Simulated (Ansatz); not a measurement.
# WS2 monolayer (1T): following an unstable mode, part 2 of 2

Which phase does WS2 monolayer (1T) fall into along its unstable mode, and how much energy does it gain?

Ansatz 0.2.0; DFT PBEsol, scalar-relativistic, plane waves, PAW; PAW set soft_1.

So far, highest frequency on the path or at a solved wavevector (cm⁻¹): step 2 (response at finite wavevector) 387. Also lowest frequency on the path (cm⁻¹): step 2 -212.

## Step 6: Relaxing from the distorted cell

Starting from the lowest point found, all atoms and the cell are let go, so that strain and other modes of the same symmetry can join in.

The program solves this slab on a cell height of its own, 30.7 Å, in place of the one typed.

Input file input.yaml:

```yaml
crystal:
  lattice:
    - [3.1452997703, 0.0, 0.0]
    - [0.0, 5.4478190071, 0.0]
    - [0.0, 0.0, 29.504]
  atoms:
    - { symbol: W, position: [0.0, 0.0403822814, 0.3388886654] }
    - { symbol: W, position: [0.5, 0.4596177186, 0.3389855211] }
    - { symbol: S, position: [1.0, 0.3351610152, 0.3970051184] }
    - { symbol: S, position: [0.5, 0.8315056515, 0.3886521457] }
    - { symbol: S, position: [0.5, 0.1648389848, 0.2808690681] }
    - { symbol: S, position: [1.0, 0.6684943485, 0.2892220409] }
  periodic: [true, true, false]
kpoints:
  mp_grid: { grid: [12, 8, 1] }
hamiltonian:
  xc: pbesol
  pseudopotentials: { kind: paw, azcp: { folder: soft_1 }, xc_functional: pbe }
scf:
  occupations: { method: methfessel_paxton, width: 0.2 }
output:
  forces: true
  stress: true
  eigenvalues: true
relax:
  adjacent_minimum: "off"
  f_tol: 0.002
  max_steps: 120
  cell: { stress_2d_tol: 0.005 }
```

Run with:

```
$ ansatz run input.yaml --threads 4 --pin off --max-ram 16384MiB --backend cpu --events-out ev --progress --plain --runs-dir out
```

Numbers of over 12 decimals in the logs are rounded to 6 here.

Output:

```text
[...]
Crystal: 6 atoms, lattice volume = 525.239 Å³
Basis set: ecut = 420 eV, 10263 PW (Γ), exchange–correlation on 48×80×432 points (8 copies of the dense FFT grid, shifted against one another)
Bands: 32, of which v1, the nominal top of the filled ones, is band 26 counted from 1 (25 counted from 0)
Symmetry: 4 space group operations
[...]
k-points: 35 of 96
[...]
SCF iter   1: F=—  HF=-24059.709913 eV  |F-HF|=—  |Δ(HF+E_count)|=         —  Δρ=2.05e-2  dr2=2.67e0  ethr=3.10e-3  ⟨swp⟩=14.9  Hψ=9230  notcnv=0
[...]
SCF iter  11: F=-24058.776785 eV  HF=-24058.776785 eV  |F-HF|=1.67e-10  |Δ(HF+E_count)|=   4.39e-9  S|Δr|=    0.00e0  Δρ=1.07e-7  dr2=8.61e-11  ethr=1.86e-12  ⟨swp⟩=2.3  Hψ=4394  notcnv=0
SCF 1 converged in 11 iterations: F = -24058.776785 eV  dr2 = 8.61e-11
[...]
relax step   1: F+E_penalty+E_count = -24058.77678518 eV  Δ(F+E_penalty+E_count) = +0.000e0 eV  max|allowed force component| = 8.687e-1 eV/Å  Δτ_max = 0.0000 Å  P = +1.339 N/m  Ω = 525.239 Å³  fix = [c, alpha, beta]  reactions: c -0.000 N/m; alpha +0.000 N/m/rad  (11 SCF iters, dr2 threshold 1.00e-7 eV, accepted)
Crystal: 6 atoms, lattice volume = 544.662 Å³
Basis set: ecut = 420 eV, 10695 PW (Γ), exchange–correlation on 48×80×432 points (8 copies of the dense FFT grid, shifted against one another)
[...]
iter 1 solved again at ethr=1.54e-4 eV; its pass at ethr=3.10e-3 eV (dr2=8.00e-2 eV) is discarded
[...]
SCF iter   7: F=-24058.952753 eV  HF=-24058.952753 eV  |F-HF|=1.25e-7  |Δ(HF+E_count)|=   1.16e-6  S|Δr|=    0.00e0  Δρ=2.87e-6  dr2=5.64e-8  ethr=1.15e-9  ⟨swp⟩=14.8  Hψ=7778  notcnv=0
the search or the solves at the SCF's close seem to have found levels that the self-consistency loop had missed (the run counts 1). By its estimate they hold under 1e-12 electrons; where the run keeps them, the occupations were computed again with them
SCF 2 converged in 7 iterations: F = -24058.952753 eV  dr2 = 5.64e-8
relax step   2: F+E_penalty+E_count = -24058.95275303 eV  Δ(F+E_penalty+E_count) = -1.760e-1 eV  max|allowed force component| = 3.777e-1 eV/Å  Δτ_max = 0.1412 Å  P = +0.530 N/m  Ω = 544.662 Å³  energy of the carried Pulay correction = -1.188e-3 eV  fix = [c, alpha, beta]  reactions: c +0.000 N/m; alpha +0.000 N/m/rad  (7 SCF iters, dr2 threshold 6.00e-7 eV, accepted)
Crystal: 6 atoms, lattice volume = 548.457 Å³
Basis set: ecut = 420 eV, 10735 PW (Γ), exchange–correlation on 48×80×432 points (8 copies of the dense FFT grid, shifted against one another)
[...]
SCF iter   7: F=-24058.968808 eV  HF=-24058.968808 eV  |F-HF|=7.56e-8  |Δ(HF+E_count)|=   2.34e-7  S|Δr|=    0.00e0  Δρ=4.66e-6  dr2=1.23e-7  ethr=1.15e-9  ⟨swp⟩=5.0  Hψ=5585  notcnv=0
[...]
SCF 3 converged in 7 iterations: F = -24058.968808 eV  dr2 = 1.23e-7
relax step   3: F+E_penalty+E_count = -24058.96880841 eV  Δ(F+E_penalty+E_count) = -1.606e-2 eV  max|allowed force component| = 1.924e-1 eV/Å  Δτ_max = 0.0350 Å  P = -0.312 N/m  Ω = 548.457 Å³  energy of the carried Pulay correction = -1.415e-3 eV  fix = [c, alpha, beta]  reactions: c -0.000 N/m; alpha +0.000 N/m/rad  (7 SCF iters, dr2 threshold 6.00e-7 eV, accepted)
[...]
relax step   4: F+E_penalty+E_count = -24058.97185266 eV  Δ(F+E_penalty+E_count) = -3.044e-3 eV  max|allowed force component| = 2.153e-2 eV/Å  Δτ_max = 0.0071 Å  P = -0.034 N/m  Ω = 546.681 Å³  energy of the carried Pulay correction = -1.309e-3 eV  fix = [c, alpha, beta]  reactions: c -0.000 N/m; alpha +0.000 N/m/rad  (5 SCF iters, dr2 threshold 6.00e-7 eV, accepted)
[...]
relax step   5: F+E_penalty+E_count = -24058.97190306 eV  Δ(F+E_penalty+E_count) = -5.040e-5 eV  max|allowed force component| = 1.447e-3 eV/Å  Δτ_max = 0.0017 Å  P = +0.010 N/m  Ω = 546.641 Å³  energy of the carried Pulay correction = -1.307e-3 eV  fix = [c, alpha, beta]  reactions: c +0.000 N/m; alpha +0.000 N/m/rad  (5 SCF iters, dr2 threshold 2.90e-8 eV, accepted)
[...]
relax step   6: F+E_penalty+E_count = -24058.97190070 eV  Δ(F+E_penalty+E_count) = +2.355e-6 eV  max|allowed force component| = 6.889e-4 eV/Å  Δτ_max = 0.0001 Å  P = -0.001 N/m  Ω = 546.696 Å³  energy of the carried Pulay correction = -1.310e-3 eV  fix = [c, alpha, beta]  reactions: c -0.000 N/m; alpha +0.000 N/m/rad  (5 SCF iters, dr2 threshold 2.82e-10 eV, accepted)
[...]
relax step   7: F+E_penalty+E_count = -24058.97344427 eV  Δ(F+E_penalty+E_count) = -1.544e-3 eV  max|allowed force component| = 6.350e-4 eV/Å  Δτ_max = 0.0000 Å  P = +0.006 N/m  Ω = 546.696 Å³  fix = [c, alpha, beta]  reactions: c +0.000 N/m; alpha +0.000 N/m/rad  stress off target by 1.03e-2 N/m on what of the cell is left free  SCF on the basis re-selected at this cell (its energy is not comparable with the rows above)  (8 SCF iters)
[...]
relax step   8: F+E_penalty+E_count = -24058.97344177 eV  Δ(F+E_penalty+E_count) = +2.499e-6 eV  max|allowed force component| = 3.051e-4 eV/Å  Δτ_max = 0.0002 Å  P = -0.000 N/m  Ω = 546.748 Å³  energy of the carried Pulay correction = -3.045e-6 eV  fix = [c, alpha, beta]  reactions: c -0.000 N/m; alpha +0.000 N/m/rad  (5 SCF iters, dr2 threshold 1.46e-10 eV, accepted)
[...]
SCF iter   1: F=—  HF=-24058.973364 eV  |F-HF|=—  |Δ(HF+E_count)|=         —  Δρ=1.41e-6  dr2=2.03e-8  ethr=4.52e-7  ⟨swp⟩=7.2  Hψ=14910  notcnv=0
eigensolver tolerance schedule: the retry pair's looser diagonalisation over-reported the residual by 11564.15 of it (diagonalisation noise at an unbounded share of the residual, at the tolerance the schedule requests for it); recorded, not acted on — ethr = c·dr2/N_el stays at c = 1.0e-1
SCF iter   2: F=—  HF=-24058.973445 eV  |F-HF|=—  |Δ(HF+E_count)|=   8.03e-5  S|Δr|=    0.00e0  Δρ=2.34e-6  dr2=1.08e-7  ethr=3.91e-11  ⟨swp⟩=6.6  Hψ=5187  notcnv=0
[...]
SCF iter  10: F=-24058.973445 eV  HF=-24058.973445 eV  |F-HF|=9.46e-11  |Δ(HF+E_count)|=  7.64e-11  S|Δr|=    0.00e0  Δρ=3.15e-9  dr2=1.41e-13  ethr=1.00e-12  ⟨swp⟩=5.1  Hψ=5082  notcnv=0
SCF 9 converged in 10 iterations: F = -24058.973445 eV  dr2 = 1.41e-13
relax step   9: F+E_penalty+E_count = -24058.97344465 eV  Δ(F+E_penalty+E_count) = -2.876e-6 eV  max|allowed force component| = 3.063e-4 eV/Å  Δτ_max = 0.0000 Å  P = -0.000 N/m  Ω = 546.748 Å³  fix = [c, alpha, beta]  reactions: c -0.000 N/m; alpha +0.000 N/m/rad  stress off target by 1.77e-4 N/m on what of the cell is left free  SCF on the basis re-selected at this cell (its energy is not comparable with the rows above)  (10 SCF iters)
[...]
SCF converged after 10 iterations
[...]
Free energy (F): -24058.973445 eV
[...]
Internal energy: -24058.968552 eV  (E = F + TS)
E sigma→0 (E₀):  -24058.972221 eV
Entropy (-TS):   -0.004893 eV (-0.815 meV/atom)
Fermi energy:    -5.671644 eV
[...]
--- Forces (eV/Å), atoms counted from 1 ---
  atom   1  W     -0.00000000    -0.00030626     0.00009579
  atom   2  W      0.00000000     0.00030626    -0.00009579
  atom   3  S      0.00000000     0.00021085     0.00016324
  atom   4  S     -0.00000000     0.00018189     0.00022747
  atom   5  S     -0.00000000    -0.00021085    -0.00016324
  atom   6  S      0.00000000    -0.00018189    -0.00022747
  max |Σ_I F_I| component: 5.42e-20 eV/Å
--- 2D stress c σ (N/m, compression-positive) ---
       -0.000177      -0.000000       0.000000
       -0.000000       0.000153       0.000000
        0.000000       0.000000      -0.000000
  P = ½ c Tr σ = -0.0000 N/m
--- Band table (eV; the first three rows and the last of 35) ---
  k-point 0: bands = [... 22 lower, -6.8245, -6.0994, -6.0939, -5.6320, -5.3615, -4.7047, -3.3069, -2.6464, ... 2 higher]
  k-point 1: bands = [... 22 lower, -6.8611, -6.2563, -6.1089, -5.8611, -5.2494, -4.7890, -3.2796, -2.6830, ... 2 higher]
  k-point 2: bands = [... 22 lower, -6.9619, -6.4228, -6.2697, -6.1828, -5.2401, -4.9650, -3.2406, -2.6196, ... 2 higher]
  k-point 34: bands = [... 22 lower, -7.7643, -7.7643, -6.6175, -6.6175, -3.1466, -3.1466, -2.3895, -2.3895, ... 2 higher]
--- Relaxed structure (7 steps of the walk, 7 accepted, 2 SCFs on fresh bases) ---
  F+E_penalty+E_count = -24058.97344465 eV   max|allowed force component| = 3.063e-4 eV/Å   (the final SCF, on the basis selected at the relaxed cell)
  cell:  # Å, volume = 546.7478 Å³
    - [3.152677, 0, 0]
    - [0, 5.657638, 0]
    - [0, 0, 30.652956]
  atoms:
    - { symbol: W, position: [-2.3713966455812526e-18, 0.050804, 0.323994] }
    - { symbol: W, position: [0.500000, 0.449196, 0.328471] }
    - { symbol: S, position: [1.000000, 0.334490, 0.382897] }
    - { symbol: S, position: [0.500000, 0.828717, 0.369560] }
    - { symbol: S, position: [0.500000, 0.165510, 0.269568] }
    - { symbol: S, position: [1.000000, 0.671283, 0.282906] }
```

Elapsed: 2 min, on 4 threads of Arm Neoverse V1, shared host; peak memory 1.2 GiB; 8 min of CPU time.

Relaxation path:

```tsv
step	energy less that of the first step (eV)	largest force component (eV/Å)	volume (Å³)
1	0.0000	0.8687	525.24
2	-0.1760	0.3777	544.66
3	-0.1920	0.1924	548.46
4	-0.1951	0.0215	546.68
5	-0.1951	0.0014	546.64
6	-0.1951	0.0007	546.70
7*	-0.1967	0.0006	546.70
8	-0.1967	0.0003	546.75
9*	-0.1967	0.0003	546.75
```

Relaxation steps marked * repeat the geometry before them on a plane-wave basis chosen anew for their cell, so energy and pressure can jump there.

Forces are held to the 4 operations that the run works with; a distortion that breaks them can't arise in this run.

```tsv
cell as run	before	after	change
a (Å)	3.145	3.153	+0.2 %
b (Å)	5.448	5.658	+3.9 %
```

The atoms that moved most (Å, along periodic axes as changes of fractional coordinates times the final cell, across vacuum about the mean position):

```tsv
atom	dx	dy	dz	length
S4	0.000	-0.016	-0.139	0.140
S6	0.000	0.016	0.139	0.140
W2	0.000	-0.059	0.067	0.089
W1	0.000	0.059	-0.067	0.089
S5	0.000	0.004	-0.024	0.024
S3	0.000	-0.004	0.024	0.024
```

The relaxed structure:

```xyz
6
Lattice="3.1527 0.0000 0.0000 0.0000 5.6576 0.0000 0.0000 0.0000 30.6530" Properties=species:S:1:pos:R:3
W     0.0000    0.2874    9.9314
W     1.5763    2.5414   10.0686
S     3.1527    1.8924   11.7369
S     1.5763    4.6886   11.3281
S     1.5763    0.9364    8.2631
S     3.1527    3.7979    8.6719
```

This step gave:

```
area per atom : 2.973 Å²
```

The distorted start has space group P2_1/m; the relaxation ends in P2_1/m.

## Step 7: The new phase in its own primitive cell

The relaxed structure is symmetrised, reduced to its primitive cell and relaxed tightly, as its phonons need.

input.yaml, the sections that differ from step 6:

```yaml
crystal:
  lattice:
    - [3.1526770868, 0.0, 0.0]
    - [0.0, 5.6576379806, 0.0]
    - [0.0, 0.0, 30.6529560561]
  atoms:
    - { symbol: W, position: [0.0, 0.0508044585, 0.3239944849] }
    - { symbol: W, position: [0.5, 0.4491955415, 0.3284711358] }
    - { symbol: S, position: [1.0, 0.3344896729, 0.3828972313] }
    - { symbol: S, position: [0.5, 0.8287170433, 0.3695599357] }
    - { symbol: S, position: [0.5, 0.1655103271, 0.2695683894] }
    - { symbol: S, position: [1.0, 0.6712829567, 0.282905685] }
  periodic: [true, true, false]
kpoints:
  mp_grid: { grid: [12, 6, 1] }
relax:
  adjacent_minimum: "off"
  f_tol: 0.001
  max_steps: 60
  cell: { stress_2d_tol: 0.002 }
# hamiltonian, scf, output: as in step 6
```

Output:

```text
[...]
Crystal: 6 atoms, lattice volume = 546.748 Å³
Basis set: ecut = 420 eV, 10723 PW (Γ), exchange–correlation on 48×80×432 points (8 copies of the dense FFT grid, shifted against one another)
Bands: 32, of which v1, the nominal top of the filled ones, is band 26 counted from 1 (25 counted from 0)
Symmetry: 4 space group operations
[...]
k-points: 28 of 72
[...]
cell:  # Å, volume = 546.6814 Å³
    - [3.151879, 0, 0]
    - [0, 5.658383, 0]
    - [0, 0, 30.6529560561]
  atoms:
    - { symbol: W, position: [0, 0.050829, 0.324016] }
    - { symbol: W, position: [0.5, 0.449171, 0.328449] }
    - { symbol: S, position: [1.0, 0.334627, 0.382904] }
    - { symbol: S, position: [0.5, 0.828612, 0.369565] }
    - { symbol: S, position: [0.5, 0.165373, 0.269562] }
    - { symbol: S, position: [1.0, 0.671388, 0.282901] }
[key lines of the parts left out:]
SCF converged after 9 iterations
Free energy (F): -24058.973921 eV
Fermi energy:    -5.668502 eV
P = ½ c Tr σ = -0.0005 N/m
```

Elapsed: 45 s, on 4 threads; peak memory 1.1 GiB; 2.9 min of CPU time.

Little changed from the start: no atom moved by 0.005 Å and no cell edge by 0.1 %.

Numbers from this step:

* area per atom: 2.972 Å²

The largest force component left is 0.76 meV/Å, within the tolerances set.

## Step 8: Modes of the new phase, k-mesh 12×6×1

A relaxed structure may still be a saddle point, so its zone-centre modes are computed. No field response is asked, since the mesh shows no gap.

input.yaml, the sections that differ from step 7:

```yaml
crystal:
  lattice:
    - [3.151879384, 0.0, 0.0]
    - [0.0, 5.6583825625, 0.0]
    - [0.0, 0.0, 30.6529560561]
  atoms:
    - { symbol: W, position: [0.0, 0.050829022, 0.3240163723] }
    - { symbol: W, position: [0.5, 0.449170978, 0.3284492484] }
    - { symbol: S, position: [1.0, 0.3346272873, 0.3829037609] }
    - { symbol: S, position: [0.5, 0.8286120138, 0.3695649284] }
    - { symbol: S, position: [0.5, 0.1653727127, 0.2695618598] }
    - { symbol: S, position: [1.0, 0.6713879862, 0.2829006923] }
  periodic: [true, true, false]
output:
  eigenvalues: true
phonons:
  method: dfpt
# kpoints, hamiltonian, scf: as in step 7
# relax: removed
```

Output:

```text
[...]
Crystal: 6 atoms, lattice volume = 546.681 Å³
Basis set: ecut = 420 eV, 10723 PW (Γ), exchange–correlation on 48×80×432 points (8 copies of the dense FFT grid, shifted against one another)
Bands: 32, of which v1, the nominal top of the filled ones, is band 26 counted from 1 (25 counted from 0)
Symmetry: 4 space group operations
k-points: 28 of 72 (irreducible under 2 space group operations, time reversal used)
[...]
SCF iter   1: F=—  HF=-24059.863203 eV  |F-HF|=—  |Δ(HF+E_count)|=         —  Δρ=2.03e-2  dr2=2.57e0  ethr=3.10e-3  ⟨swp⟩=14.7  Hψ=7373  notcnv=0
[...]
SCF iter  12: F=-24058.973921 eV  HF=-24058.973921 eV  |F-HF|=2.26e-10  |Δ(HF+E_count)|=   2.67e-9  S|Δr|=    0.00e0  Δρ=2.21e-8  dr2=1.83e-12  ethr=1.00e-12  ⟨swp⟩=22.8  Hψ=8211  notcnv=0
SCF 1 converged in 12 iterations: F = -24058.973921 eV  dr2 = 1.83e-12
[...]
DFPT response loops at Γ: preconditioner auto → none (partly filled bands, converged f_vac=0.772); β = 0.50; Broyden in place of MSR1
SCF converged after 12 iterations
[...]
Free energy (F): -24058.973921 eV
[...]
Internal energy: -24058.969398 eV  (E = F + TS)
E sigma→0 (E₀):  -24058.972790 eV
Entropy (-TS):   -0.004523 eV (-0.754 meV/atom)
Fermi energy:    -5.668502 eV
[...]
--- Band table (eV; the first three rows and the last of 28) ---
  k-point 0: bands = [... 22 lower, -6.8228, -6.1001, -6.0962, -5.6293, -5.3611, -4.7080, -3.3095, -2.6456, ... 2 higher]
  k-point 1: bands = [... 22 lower, -6.8876, -6.3136, -6.1656, -5.9672, -5.2279, -4.8439, -3.2691, -2.6812, ... 2 higher]
  k-point 2: bands = [... 22 lower, -7.0426, -6.5587, -6.3613, -6.3132, -5.2948, -5.1128, -3.1998, -2.4927, ... 2 higher]
  k-point 27: bands = [... 22 lower, -7.7667, -7.7667, -6.6194, -6.6194, -3.1447, -3.1447, -2.3922, -2.3922, ... 2 higher]
--- Phonons (Γ-DFPT): 18 representative perturbations + reference, on 28 of 72 k-points (Σ response iterations 72) ---
  ASR residual: 5.934e-5 → 0.000e0 eV/Å²; symmetrization residual: 6.190e-6 eV/Å²
[...]
ASR residual per site (eV/Å²): 3.43e-5 4.05e-5 3.12e-5 5.93e-5 2.98e-5 5.80e-5
  Γ frequencies (cm⁻¹): 0.00 0.00 0.00 106.52 119.10 176.73 203.98 224.18 229.37 267.47 275.29 278.95 280.76 305.50 332.14 345.59 401.78 438.32
  non-analytic LO–TO correction: not included (Born effective charges unavailable; polar crystals: no LO–TO splitting at Γ)
```

Run time: 4.8 min. Hardware: 4 threads; peak memory 2.1 GiB.

Numbers from this step:

* sum-rule residual before enforcement: 5.93e-5 eV/Å²
* point group: 2/m
* highest optical mode at the zone centre (no LO-TO term): 438.3 cm⁻¹
* lowest optical zone-centre mode: 106.5 cm⁻¹

Patterns of degenerate modes are one choice out of their space. Modes at Γ, with each element's share of the kinetic energy:

```tsv
mode	frequency (cm⁻¹)	symmetry	W %	S %
1	0.0	acoustic	74	26
2	0.0	acoustic	74	26
3	0.0	acoustic	74	26
4	106.5	Bg	95	5
5	119.1	Ag	70	30
6	176.7	Ag	73	27
7	204.0	Au	24	76
8	224.2	Bg	0	100
9	229.4	Bu	23	77
10	267.5	Ag	28	72
11	275.3	Bu	6	94
12	278.9	Bg	5	95
13	280.8	Au	2	98
14	305.5	Ag	13	87
15	332.1	Ag	12	88
16	345.6	Bu	4	96
17	401.8	Ag	3	97
18	438.3	Bu	19	81
```

Displacements in mode 4 (106.5 cm⁻¹), the largest set to 1:
```
W1   1.00  0.00  0.00
W2  -1.00  0.00  0.00
S3  -0.56  0.00  0.00
S4  -0.13  0.00  0.00
S5   0.56  0.00  0.00
S6   0.13  0.00  0.00
```

Displacements in mode 13 (280.8 cm⁻¹), the largest set to 1:
```
W1  -0.06  0.00  0.00
W2  -0.06  0.00  0.00
S3   1.00  0.00  0.00
S4  -0.65  0.00  0.00
S5   1.00  0.00  0.00
S6  -0.65  0.00  0.00
```

Before it was imposed, the acoustic sum rule was missed by 5.9e-5 eV/Å². Small misses are needed for a sound result but don't prove that mesh and cutoff are converged. The lowest optical mode is real, 107 cm⁻¹.

## Step 9: Outcome

* unstable mode of the parent: q = (0, -0.5, 0), 212i cm⁻¹
* depth at the lowest point sampled: 78.5 meV/atom
* largest atomic shift at that point: 0.22 Å
* space group reached (within 0.01 Å): P2_1/m
* energy gained over the parent (first relaxation, on the mesh of the frozen mode): 111 meV/atom
* area per atom, phase reached: 2.97 Å²
* lowest optical zone-centre mode, phase reached: 107 cm⁻¹
* highest optical mode at the zone centre (no LO-TO term), phase reached: 438 cm⁻¹

Along this mode the structure falls into P2_1/m, 111 meV/atom below the parent. At the parent's cell the well is 78.53 meV/atom deep on the steps tried, with its lowest point at a shift of 0.22 Å. Relaxing atoms and cell changes the gain by +32.22 meV/atom against the lowest step (energies at zero smearing). The new phase has no imaginary mode at the zone centre of its cell; other wavevectors were not checked. Of the 4 patterns followed to their end from this parent, this one reaches the lowest energy. Each path keeps the symmetry of its pattern, so a lower phase may lie along a pattern not tried. With no gap, or one that is small against the smearing, the frequencies hang on the k mesh and the smearing, most of all near Kohn anomalies. In a sheet or slab the interpolated bending branch near Γ is rough, since the rotational sum rule isn't imposed. A semilocal functional can close a gap that the real compound would have, so the metallic treatment may be an artefact of the level. Spin-orbit coupling is left out, which can matter for the heavy elements here. The PAW files were made for PBE and serve the other functionals too. The starting cell was built on a prototype and not taken from a measurement.

[Logs are printed without paths, hosts, clocks, repeated set-up lines and the standing remarks that a program may print on its own settings, such as how far it seeks lower states.]

[Hosts, paths, dates, database ids (printed as entryN), source tags and the programs' standing remarks are cut or masked in the printed files.]
